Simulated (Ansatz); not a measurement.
# Tc (P6_3/mmc, 2 atoms in the cell): phonons and vibrational spectra

Aim: the vibrations of Tc (P6_3/mmc, 2 atoms in the cell), their spectra, and whether the structure is stable.

Calculated with Ansatz 0.2.0; DFT PBEsol, scalar-relativistic, plane waves, PAW.

### Step 1. The starting structure

Symmetry: P6_3/mmc, No. 194, hexagonal system. The conventional cell has a = 2.740 Å, b = 2.740 Å, c = 4.398 Å, α = 90.00°, β = 90.00°, γ = 120.00°. Nearest to Tc lie 12 Tc at 2.71 to 2.74 Å.

As a file:

```cif
data_structure
_symmetry_space_group_name_H-M 'P6_3/mmc'
_symmetry_Int_Tables_number 194
_cell_length_a 2.7400
_cell_length_b 2.7400
_cell_length_c 4.3980
_cell_angle_alpha 90.000
_cell_angle_beta 90.000
_cell_angle_gamma 120.000
_cell_volume 28.59
loop_
_atom_site_label
_atom_site_type_symbol
_atom_site_symmetry_multiplicity
_atom_site_Wyckoff_symbol
_atom_site_fract_x
_atom_site_fract_y
_atom_site_fract_z
_atom_site_occupancy
Tc1 Tc 2 c 0.33333 0.66667 0.25000 1
```

### Step 2. Relaxation

The cell and atoms are relaxed, since residual forces and stress would shift the frequencies.

input.yaml reads:

```yaml
crystal:
  lattice:
    - [2.74, 0.0, 0.0]
    - [-1.37, 2.3729096064, 0.0]
    - [0.0, 0.0, 4.398]
  atoms:
    - { symbol: Tc, position: [0.3333333333, 0.6666666667, 0.25] }
    - { symbol: Tc, position: [0.6666666667, 0.3333333333, 0.75] }
kpoints:
  mp_grid: { grid: [18, 18, 10] }
hamiltonian:
  xc: pbesol
scf:
  occupations: { method: gaussian, width: 0.1 }
output:
  forces: true
  stress: true
  eigenvalues: true
relax:
  adjacent_minimum: "off"
  f_tol: 0.005
  max_steps: 80
  cell: { stress_tol: 0.05 }
```

Started as:

```
$ ansatz run input.yaml --threads 4 --pin off --max-ram 10240MiB --backend cpu --events-out ev --progress --plain --runs-dir out
```

Numbers of over 12 decimals in the logs are rounded to 6 here.

Log:

```text
Engine: ansatz 0.2.0, x86_64-unknown-linux-gnu
Pseudopotentials: kind: paw
Pseudopotential: Tc, paw, valence charge 15, recommended cutoff 500 eV (normal), Tc.paw.azcp
Functional definition: PBEsol
  exchange = pbesol_x
  correlation = pbesol_c
Crystal: 2 atoms, lattice volume = 28.595 Å³
Basis set: ecut = 500 eV, 713 PW (Γ), exchange–correlation on 40×40×72 points (8 copies of the dense FFT grid, shifted against one another)
Bands: 19, of which v1, the nominal top of the filled ones, is band 15 counted from 1 (14 counted from 0)
Symmetry: 24 space group operations
Space group: P63/mmc (ITA 194), of the structure as read, at distance tolerance 3.1e-5 Å
k-points: 222 of 3240
Non-local potential: Tc, projectors of the file, l = 0: 3, l = 1: 3, l = 2: 2, l = 3: 2
PAW form: soft (Blöchl's): semilocal exchange-correlation on the pseudo side does not see the compensation charge
PAW frozen core: Tc, regenerated for the run's functional, and the local potential with it (the file was generated under x = pbe(κ = 0.804, μ = 0.219515), c = pbe(β = 0.066725))
PAW one-centre angular grid: Tc, 590 points (default); XC on 64 Gauss nodes
Initial density: superposition of atomic densities (chi_scale 0.1, normalization cell)
Initial wavefunctions: pseudopotential atomic-orbital guess
Functional: x = pbesol(κ = 0.804, μ = 0.123457), c = pbesol(β = 0.046)
SCF iter   1: F=—  HF=-10675.742215 eV  |F-HF|=—  |Δ(HF+E_count)|=         —  Δρ=6.07e-2  dr2=1.03e0  ethr=3.10e-3  ⟨swp⟩=5.0  Hψ=16705  notcnv=0
preconditioner: auto → none  [metal: Δε(μ)=0.006 eV  Ē_g=5.293 eV  σ=0.100 eV  W_gap=0.03  n_scr=8 (ndim 8)  ℏωp=26.0 eV  f_vac=0.000  D(μ)=1.95/eV (n_scr^D=22)  sad-step TF]
SCF iter   2: F=—  HF=-10675.462140 eV  |F-HF|=—  |Δ(HF+E_count)|=   2.80e-1  Δρ=3.14e-2  dr2=2.70e-1  ethr=3.10e-3  ⟨swp⟩=2.2  Hψ=7004  notcnv=0  defer=21
SCF iter   3: F=—  HF=-10675.367343 eV  |F-HF|=—  |Δ(HF+E_count)|=   9.48e-2  Δρ=2.38e-3  dr2=7.69e-4  ethr=8.99e-4  ⟨swp⟩=3.0  Hψ=8361  notcnv=0  defer=21
SCF iter   4: F=—  HF=-10675.367334 eV  |F-HF|=—  |Δ(HF+E_count)|=   9.34e-6  Δρ=1.98e-4  dr2=1.10e-5  ethr=2.56e-6  ⟨swp⟩=1.9  Hψ=6023  notcnv=0  defer=21
SCF iter   5: F=—  HF=-10675.367330 eV  |F-HF|=—  |Δ(HF+E_count)|=   3.75e-6  Δρ=3.27e-5  dr2=2.00e-7  ethr=3.66e-8  ⟨swp⟩=2.0  Hψ=5776  notcnv=0  defer=21
SCF iter   6: F=-10675.367330 eV  HF=-10675.367330 eV  |F-HF|=1.56e-9  |Δ(HF+E_count)|=   5.03e-8  Δρ=7.29e-6  dr2=8.34e-9  ethr=3.33e-10  ⟨swp⟩=4.6  Hψ=15728  notcnv=0
SCF 1 converged in 6 iterations: F = -10675.367330 eV  dr2 = 8.34e-9
  greatest PAW one-centre occupation: 0.990 electrons in one spin orbital (limit 2), on the Tc atom at site 1 (counted from 0), in its partial waves of l = 0
relax step   1: F+E_penalty+E_count = -10675.36732996 eV  Δ(F+E_penalty+E_count) = +0.000e0 eV  max|allowed force component| = 2.024e-17 eV/Å  Δτ_max = 0.0000 Å  P = -6.581 GPa  Ω = 28.595 Å³  (6 SCF iters, dr2 threshold 1.00e-7 eV, accepted)
Crystal: 2 atoms, lattice volume = 27.112 Å³
Basis set: ecut = 500 eV, 687 PW (Γ), exchange–correlation on 40×40×72 points (8 copies of the dense FFT grid, shifted against one another)
Initial density: handed on by an earlier stage of this run
Initial wavefunctions: those handed on with the density
iter 1 solved again at ethr=4.63e-6 eV; its pass at ethr=3.10e-3 eV (dr2=1.39e-3 eV) is discarded
SCF iter   1: F=—  HF=-10675.350271 eV  |F-HF|=—  |Δ(HF+E_count)|=         —  Δρ=2.51e-3  dr2=1.43e-3  ethr=4.63e-6  ⟨swp⟩=1.0  Hψ=21847  notcnv=0
preconditioner: auto → none  [metal: Δε(μ)=0.007 eV  Ē_g=5.421 eV  σ=0.100 eV  W_gap=0.04  n_scr=8 (ndim 8)  ℏωp=26.7 eV  f_vac=0.000  D(μ)=1.53/eV (n_scr^D=22)]
SCF iter   2: F=—  HF=-10675.349800 eV  |F-HF|=—  |Δ(HF+E_count)|=   4.72e-4  Δρ=8.33e-4  dr2=7.56e-5  ethr=4.63e-6  ⟨swp⟩=3.0  Hψ=7592  notcnv=0
SCF iter   3: F=—  HF=-10675.349790 eV  |F-HF|=—  |Δ(HF+E_count)|=   9.94e-6  Δρ=2.85e-4  dr2=7.40e-6  ethr=2.52e-7  ⟨swp⟩=1.0  Hψ=4218  notcnv=0
iter 4 did not close the SCF: its close was put off for the readings that it lacked (scf_convergence_deferred on its scf_iter line)
SCF iter   4: F=-10675.349789 eV  HF=-10675.349789 eV  |F-HF|=7.38e-9  |Δ(HF+E_count)|=   3.26e-7  Δρ=1.54e-5  dr2=2.36e-8  ethr=2.47e-8  ⟨swp⟩=1.0  Hψ=4223  notcnv=0
iter 5 did not close the SCF: its close was put off for the readings that it lacked (scf_convergence_deferred on its scf_iter line)
SCF iter   5: F=-10675.349789 eV  HF=-10675.349789 eV  |F-HF|=4.06e-10  |Δ(HF+E_count)|=   8.45e-9  Δρ=2.55e-6  dr2=9.56e-10  ethr=7.85e-11  ⟨swp⟩=2.8  Hψ=8107  notcnv=0
SCF iter   6: F=-10675.349789 eV  HF=-10675.349789 eV  |F-HF|=5.46e-12  |Δ(HF+E_count)|=  2.18e-10  Δρ=3.58e-7  dr2=9.06e-12  ethr=3.19e-12  ⟨swp⟩=1.0  Hψ=10792  notcnv=0
SCF 2 converged in 6 iterations: F = -10675.349789 eV  dr2 = 9.06e-12
relax step   2: F+E_penalty+E_count = -10675.34978943 eV  Δ(F+E_penalty+E_count) = +1.754e-2 eV  max|allowed force component| = 4.626e-18 eV/Å  Δτ_max = 0.0000 Å  P = +11.320 GPa  Ω = 27.112 Å³  energy of the carried Pulay correction = +1.731e-4 eV  (6 SCF iters, dr2 threshold 2.00e-7 eV, rejected (line search))
Crystal: 2 atoms, lattice volume = 28.031 Å³
Basis set: ecut = 500 eV, 699 PW (Γ), exchange–correlation on 40×40×72 points (8 copies of the dense FFT grid, shifted against one another)
iter 1 solved again at ethr=1.65e-6 eV; its pass at ethr=3.10e-3 eV (dr2=4.95e-4 eV) is discarded
SCF iter   1: F=—  HF=-10675.380286 eV  |F-HF|=—  |Δ(HF+E_count)|=         —  Δρ=1.52e-3  dr2=5.60e-4  ethr=1.65e-6  ⟨swp⟩=1.1  Hψ=21873  notcnv=0
preconditioner: auto → none  [metal: Δε(μ)=0.021 eV  Ē_g=5.182 eV  σ=0.100 eV  W_gap=0.12  n_scr=8 (ndim 8)  ℏωp=26.2 eV  f_vac=0.000  D(μ)=1.65/eV (n_scr^D=22)]
SCF iter   2: F=—  HF=-10675.380105 eV  |F-HF|=—  |Δ(HF+E_count)|=   1.82e-4  Δρ=5.08e-4  dr2=2.98e-5  ethr=1.65e-6  ⟨swp⟩=3.0  Hψ=7658  notcnv=0
SCF iter   3: F=—  HF=-10675.380101 eV  |F-HF|=—  |Δ(HF+E_count)|=   3.19e-6  Δρ=1.74e-4  dr2=3.02e-6  ethr=9.93e-8  ⟨swp⟩=1.0  Hψ=4218  notcnv=0
SCF iter   4: F=—  HF=-10675.380100 eV  |F-HF|=—  |Δ(HF+E_count)|=   1.22e-6  Δρ=7.38e-6  dr2=5.08e-9  ethr=1.01e-8  ⟨swp⟩=1.0  Hψ=4227  notcnv=0
SCF iter   5: F=—  HF=-10675.380100 eV  |F-HF|=—  |Δ(HF+E_count)|=   4.42e-9  Δρ=1.36e-6  dr2=2.94e-10  ethr=1.69e-11  ⟨swp⟩=2.5  Hψ=7652  notcnv=0
SCF iter   6: F=-10675.380100 eV  HF=-10675.380100 eV  |F-HF|=3.64e-12  |Δ(HF+E_count)|=  9.46e-11  Δρ=2.62e-7  dr2=5.90e-12  ethr=1.00e-12  ⟨swp⟩=6.0  Hψ=19358  notcnv=0
SCF 3 converged in 6 iterations: F = -10675.380100 eV  dr2 = 5.90e-12
relax step   3: F+E_penalty+E_count = -10675.38010017 eV  Δ(F+E_penalty+E_count) = -1.277e-2 eV  max|allowed force component| = 3.816e-17 eV/Å  Δτ_max = 0.0000 Å  P = -0.366 GPa  Ω = 28.031 Å³  energy of the carried Pulay correction = +6.474e-5 eV  (6 SCF iters, accepted)
[...]
relax step   4: F+E_penalty+E_count = -10675.38015012 eV  Δ(F+E_penalty+E_count) = -4.995e-5 eV  max|allowed force component| = 1.446e-17 eV/Å  Δτ_max = 0.0000 Å  P = +0.020 GPa  Ω = 27.998 Å³  energy of the carried Pulay correction = +6.855e-5 eV  (6 SCF iters, dr2 threshold 2.00e-7 eV, accepted)
Basis set: ecut = 500 eV, 699 PW (Γ), exchange–correlation on 40×40×64 points (8 copies of the dense FFT grid, shifted against one another)
Initial wavefunctions: pseudopotential atomic-orbital guess (no wavefunctions were taken with the density)
iter 1 solved again at ethr=3.21e-9 eV; its pass at ethr=3.10e-3 eV (dr2=9.62e-7 eV) is discarded
SCF iter   1: F=—  HF=-10675.380104 eV  |F-HF|=—  |Δ(HF+E_count)|=         —  Δρ=2.53e-5  dr2=1.39e-8  ethr=3.21e-9  ⟨swp⟩=4.0  Hψ=31083  notcnv=0
preconditioner: auto → none  [metal: Δε(μ)=0.018 eV  Ē_g=5.194 eV  σ=0.100 eV  W_gap=0.10  n_scr=8 (ndim 8)  ℏωp=26.3 eV  f_vac=0.000  D(μ)=1.65/eV (n_scr^D=22)]
SCF iter   2: F=—  HF=-10675.380104 eV  |F-HF|=—  |Δ(HF+E_count)|=   3.59e-7  Δρ=1.24e-5  dr2=3.01e-9  ethr=4.65e-11  ⟨swp⟩=2.6  Hψ=7519  notcnv=0
SCF iter   3: F=—  HF=-10675.380104 eV  |F-HF|=—  |Δ(HF+E_count)|=   3.33e-9  Δρ=1.17e-6  dr2=1.50e-10  ethr=1.00e-11  ⟨swp⟩=2.2  Hψ=5600  notcnv=0
iter 4 did not close the SCF: its close was put off for the readings that it lacked (scf_convergence_deferred on its scf_iter line)
SCF iter   4: F=-10675.380104 eV  HF=-10675.380104 eV  |F-HF|=0.00e0  |Δ(HF+E_count)|=  1.27e-11  Δρ=2.26e-7  dr2=3.50e-12  ethr=1.00e-12  ⟨swp⟩=2.3  Hψ=6313  notcnv=0
iter 5 did not close the SCF: its close was put off for the readings that it lacked (scf_convergence_deferred on its scf_iter line)
SCF iter   5: F=-10675.380104 eV  HF=-10675.380104 eV  |F-HF|=3.64e-12  |Δ(HF+E_count)|=  3.64e-12  Δρ=1.87e-8  dr2=7.61e-14  ethr=1.00e-12  ⟨swp⟩=1.0  Hψ=4218  notcnv=0
iter 6 did not close the SCF: its close was put off for the readings that it lacked (scf_convergence_deferred on its scf_iter line)
SCF iter   6: F=-10675.380104 eV  HF=-10675.380104 eV  |F-HF|=1.82e-12  |Δ(HF+E_count)|=  1.82e-12  Δρ=1.30e-9  dr2=2.57e-16  ethr=1.00e-12  ⟨swp⟩=1.0  Hψ=4218  notcnv=0
iter 7 did not close the SCF: its close was put off for the readings that it lacked (scf_convergence_deferred on its scf_iter line)
SCF iter   7: F=-10675.380104 eV  HF=-10675.380104 eV  |F-HF|=0.00e0  |Δ(HF+E_count)|=  1.82e-12  Δρ=8.20e-10  dr2=1.86e-16  ethr=1.00e-12  ⟨swp⟩=1.0  Hψ=4218  notcnv=0
SCF iter   8: F=-10675.380104 eV  HF=-10675.380104 eV  |F-HF|=0.00e0  |Δ(HF+E_count)|=  1.82e-12  Δρ=3.23e-10  dr2=2.89e-17  ethr=1.00e-12  ⟨swp⟩=1.7  Hψ=9769  notcnv=0
SCF 5 converged in 8 iterations: F = -10675.380104 eV  dr2 = 2.89e-17
relax step   5: F+E_penalty+E_count = -10675.38010362 eV  Δ(F+E_penalty+E_count) = +4.650e-5 eV  max|allowed force component| = 1.561e-17 eV/Å  Δτ_max = 0.0000 Å  P = +0.009 GPa  Ω = 27.998 Å³  stress off target by 2.41e-2 GPa  SCF on the basis re-selected at this cell (its energy is not comparable with the rows above)  (8 SCF iters)
basis re-selected at this cell: Δ(F+E_penalty+E_count) = +4.650e-5 eV, ΔP = -0.011 GPa vs the last step (what re-selecting the basis moved, of the pressure what is left beyond the Pulay correction that the steps carried, after the strain that the cell walked since its last selection, with what the two solves' SCF thresholds leave and, on support functions, any second-order correction that the steps lacked; it is no measure of the basis error at this ecutwfc). The dense FFT grid was sized anew with the basis: this SCF ran on 20×20×32 points, the steps before it on 20×20×36, so part of this shift can come from that change (see relax.cell in the input reference). [rest of the remark cut]
SCF converged after 8 iterations
Free energy (F): -10675.380104 eV
Harris-Foulkes:  -10675.380104 eV  (|F-HF|=0.00e0)
Internal energy: -10675.371830 eV  (E = F + TS)
E sigma→0 (E₀):  -10675.375967 eV
Entropy (-TS):   -0.008274 eV (-4.137 meV/atom)
Fermi energy:    22.786493 eV
--- Per-component energies (eV) ---
  E_band       = -83.455445
  E_kinetic    = 1247.963775
  E_local      = -2330.252150  (includes V_loc(G=0)·N_el)
  E_nonlocal   = 577.327416
  E_hartree    = 627.214949
  E_xc         = -476.427430
  E_vxc        = -588.949431  (∫ρ·V_xc dr)
  E_paw        = -6439.287283  (= ΣΔE_a)
  E_vpaw       = -243.974926  (= ΣTr[D̂ρ^β])
  E_aug_tail   = -0.000026  (compensation charges beyond the density's cutoff)
  E_ewald      = -3882.364769
  E_core_change = 0.453689  (= ΣΔE_core)
  E_smearing   = -0.008274  (= −TS)
  E_closure    = 0.000000  (closes the sum)
  Σ components = -10675.380104   (vs F -10675.380104, Δ=0.00e0)
--- Forces (eV/Å), atoms counted from 1 ---
  atom   1  Tc     0.00000000     0.00000000     0.00000000
  atom   2  Tc     0.00000000    -0.00000000     0.00000000
  max |Σ_I F_I| component: 4.63e-18 eV/Å
--- Stress (GPa, compression-positive) ---
        0.024085      -0.000000       0.000000
        0.000000       0.024085       0.000000
        0.000000       0.000000      -0.020965
  P = ⅓ Tr σ = 0.0091 GPa (0.091 kbar)
--- Band table (eV; the first three rows and the last of 222) ---
  k-point 0: bands = [... 11 lower, 21.1935, 21.2983, 21.9488, 21.9488, 22.6566, 22.6566, 24.5447, 25.4365]
  k-point 1: bands = [... 11 lower, 21.1305, 21.2360, 21.8780, 21.8780, 22.8167, 22.8167, 24.2073, 25.4480]
  k-point 2: bands = [... 11 lower, 21.0159, 21.0696, 21.6936, 21.6936, 23.2131, 23.2131, 23.3704, 25.4469]
  k-point 221: bands = [... 11 lower, 19.4199, 20.9921, 20.9921, 22.7051, 22.7051, 25.5071, 25.5071, 32.3747]
--- Relaxed structure (4 steps of the walk, 3 accepted, 1 SCFs on fresh bases) ---
  F+E_penalty+E_count = -10675.38010362 eV   max|allowed force component| = 1.561e-17 eV/Å   (the final SCF, on the basis selected at the relaxed cell)
  cell:  # Å, volume = 27.9977 Å³
    - [2.723892, 0.0, 0.0]
    - [-1.361946, 2.358960, 0.0]
    - [0.0, 0.0, 4.357251]
  atoms:
    - { symbol: Tc, position: [0.333333, 0.666667, 0.25] }
    - { symbol: Tc, position: [0.666667, 0.333333, 0.75] }
```

Elapsed: 5.1 s, on 4 threads of Intel Xeon 6975P-C (Granite Rapids), shared host; peak memory 0.5 GiB; 19 s of CPU time.

The steps of the relaxation:

| step | energy less that of the first step (eV) | largest force component (eV/Å) | pressure (GPa) | volume (Å³) |
| --- | --- | --- | --- | --- |
| 1 | 0.0000 | 0.0000 | -6.58 | 28.59 |
| 2 | 0.0175 | 0.0000 | 11.32 | 27.11 |
| 3 | -0.0128 | 0.0000 | -0.37 | 28.03 |
| 4 | -0.0128 | 0.0000 | 0.02 | 28.00 |
| 5* | -0.0128 | 0.0000 | 0.01 | 28.00 |

Relaxation steps marked * repeat the geometry before them on a plane-wave basis chosen anew for their cell, so energy and pressure can jump there. Relaxation step 2 was tried and not accepted.

The run keeps the 24 symmetry operations that it works with, so distortions that break them were not tested.

| conventional cell, symmetrised | before | after | change |
| --- | --- | --- | --- |
| a (Å) | 2.740 | 2.724 | -0.6 % |
| b (Å) | 2.740 | 2.724 | -0.6 % |
| c (Å) | 4.398 | 4.357 | -0.9 % |
| volume (Å³/atom) | 14.30 | 14.00 | -2.1 % |

The relaxed structure:

```xyz
2
Lattice="2.7239 0.0000 0.0000 -1.3619 2.3590 0.0000 0.0000 0.0000 4.3573" Properties=species:S:1:pos:R:3 pbc="T T T"
Tc    0.0000    1.5726    1.0893
Tc    1.3619    0.7863    3.2679
```

Numbers from this step:

```yaml
pressure: 0.009068 GPa
volume_per_atom: 14.00 Å³
gap_on_the_k_mesh: 0 eV
```

In this step the volume went from 14.30 to 14.00 Å³/atom.

### Step 3. Relaxing to small forces for the phonons

Phonons need a cell at rest on their own settings, so the relaxation is repeated with tight tolerances on forces and stress on the k mesh and occupations of the first response run.

input.yaml reads:

```yaml
crystal:
  lattice:
    - [2.7238920783, 0.0, 0.0]
    - [-1.3619460392, 2.358959737, 0.0]
    - [0.0, 0.0, 4.3572507601]
  atoms:
    - { symbol: Tc, position: [0.3333333333, 0.6666666667, 0.25] }
    - { symbol: Tc, position: [0.6666666667, 0.3333333333, 0.75] }
kpoints:
  mp_grid: { grid: [18, 18, 12] }
hamiltonian:
  xc: pbesol
scf:
  occupations: { method: methfessel_paxton, width: 0.2 }
output:
  forces: true
  stress: true
  eigenvalues: true
relax:
  adjacent_minimum: "off"
  f_tol: 0.001
  max_steps: 60
  cell: { stress_tol: 0.01 }
```

Log:

```text
[...]
Crystal: 2 atoms, lattice volume = 27.998 Å³
Basis set: ecut = 500 eV, 699 PW (Γ), exchange–correlation on 40×40×64 points (8 copies of the dense FFT grid, shifted against one another)
Bands: 19, of which v1, the nominal top of the filled ones, is band 15 counted from 1 (14 counted from 0)
Symmetry: 24 space group operations
[...]
k-points: 259 of 3888
[...]
k-point 258: bands = [... 11 lower, 19.4188, 20.9905, 20.9905, 22.7017, 22.7017, 25.5055, 25.5055, 32.3753]
--- Relaxed structure (3 steps of the walk, 3 accepted, 1 SCFs on fresh bases) ---
[...]
cell:  # Å, volume = 27.9988 Å³
    - [2.723205, 2.8860233740354947e-11, 0.0]
    - [-1.361603, 2.358365, 0.0]
    - [0.0, 0.0, 4.359621]
  atoms:
    - { symbol: Tc, position: [0.333333, 0.666667, 0.250000] }
    - { symbol: Tc, position: [0.666667, 0.333333, 0.75] }
[key lines of the parts left out:]
SCF converged after 4 iterations
Free energy (F): -10675.374612 eV
Fermi energy:    22.793058 eV
P = ⅓ Tr σ = -0.0028 GPa (-0.028 kbar)
```

Run time: 4 s. Hardware: 4 threads; peak memory 0.52 GiB; 15 s of CPU time.

Little changed from the start: no atom moved by 0.005 Å and no cell edge by 0.1 %.

This step gave:

* pressure: -0.002826 GPa

The forces vanish by symmetry and the pressure is -0.003 GPa, within the tolerances set. The cell now holds 14.00 Å³/atom.

(Part 1 of 2 ends here.)

[Logs are printed without paths, hosts, clocks, repeated set-up lines and the standing remarks that a program may print on its own settings, such as how far it seeks lower states.]

[Hosts, paths, dates, database ids (printed as entryN), source tags and the programs' standing remarks are cut or masked in the printed files.]
